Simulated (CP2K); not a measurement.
2-butyne has these distinct C atoms: C1 (bonded to C and 3 H) and C2 (bonded to 2 C).

```xyz
10

C     2.0486   -0.1025   -0.2337
C     0.6028   -0.0310   -0.0682
C    -0.6020    0.0311    0.0683
C    -2.0483    0.1025    0.2341
H     2.5017    0.9000   -0.2156
H     2.3175   -0.5714   -1.1920
H     2.5139   -0.6934    0.5690
H    -2.5712   -0.3307   -0.6317
H    -2.3878    1.1434    0.3411
H    -2.3753   -0.4480    1.1287
```

Their partial C K spectra (CP2K XAS_TDP, all-electron GAPW, PBEh(45%), aug-cc-pVDZ, TDA, GW2X-corrected core level, no relativity) are given in random order, each times the number of alike atoms.

Gaussian full width 0.5 eV, oscillator strength per eV, alike atoms added, rows of zeros left out:

| E (eV) | curve 1 | curve 2 |
| --- | --- | --- |
| 287.75 | 0.004 | 0.000 |
| 288.00 | 0.068 | 0.000 |
| 288.25 | 0.296 | 0.000 |
| 288.50 | 0.324 | 0.000 |
| 288.75 | 0.090 | 0.000 |
| 289.00 | 0.006 | 0.000 |
| 289.50 | 0.001 | 0.000 |
| 289.75 | 0.003 | 0.000 |
| 290.00 | 0.003 | 0.000 |
| 290.25 | 0.001 | 0.001 |
| 290.50 | 0.000 | 0.005 |
| 290.75 | 0.000 | 0.013 |
| 291.00 | 0.000 | 0.047 |
| 291.25 | 0.002 | 0.126 |
| 291.50 | 0.007 | 0.094 |
| 291.75 | 0.010 | 0.019 |
| 292.00 | 0.005 | 0.006 |
| 292.25 | 0.010 | 0.013 |
| 292.50 | 0.029 | 0.008 |
| 292.75 | 0.029 | 0.003 |
| 293.00 | 0.014 | 0.007 |
| 293.25 | 0.013 | 0.027 |
| 293.50 | 0.011 | 0.048 |
| 293.75 | 0.009 | 0.036 |
| 294.00 | 0.017 | 0.068 |
| 294.25 | 0.020 | 0.195 |
| 294.50 | 0.009 | 0.213 |
| 294.75 | 0.005 | 0.135 |
| 295.00 | 0.010 | 0.049 |
| 295.25 | 0.025 | 0.007 |
| 295.50 | 0.035 | 0.001 |
| 295.75 | 0.018 | 0.005 |
| 296.00 | 0.015 | 0.021 |
| 296.25 | 0.013 | 0.034 |
| 296.50 | 0.019 | 0.023 |
| 296.75 | 0.050 | 0.005 |

Which curve belongs to which atom?

Curve 1: C2 (bonded to 2 C), leading line at 288.39 eV (f = 0.099 an atom), ionisation energy 291.56 eV, term value 3.17 eV. Curve 2: C1 (bonded to C and 3 H), leading line at 291.32 eV (f = 0.035 an atom), ionisation energy 292.80 eV, term value 1.48 eV. The leading line of an atom is its first one with 35 % of the strongest within 2.5 eV of its lowest line over the strength cut. A line lies at the core ionisation energy, which rises as an atom loses charge to its neighbours or to a π system, less the term value, which is large for a low π* or σ* orbital with weight on that atom.

[Banner, clock and machine lines of the logs are left out without a mark of their own.]

[Logs are printed without paths, hosts, clocks, repeated set-up lines and the standing remarks that a program may print on its own settings, such as how far it seeks lower states.]

[Hosts, paths, dates, database ids (printed as entryN), source tags and the programs' standing remarks are cut or masked in the printed files.]
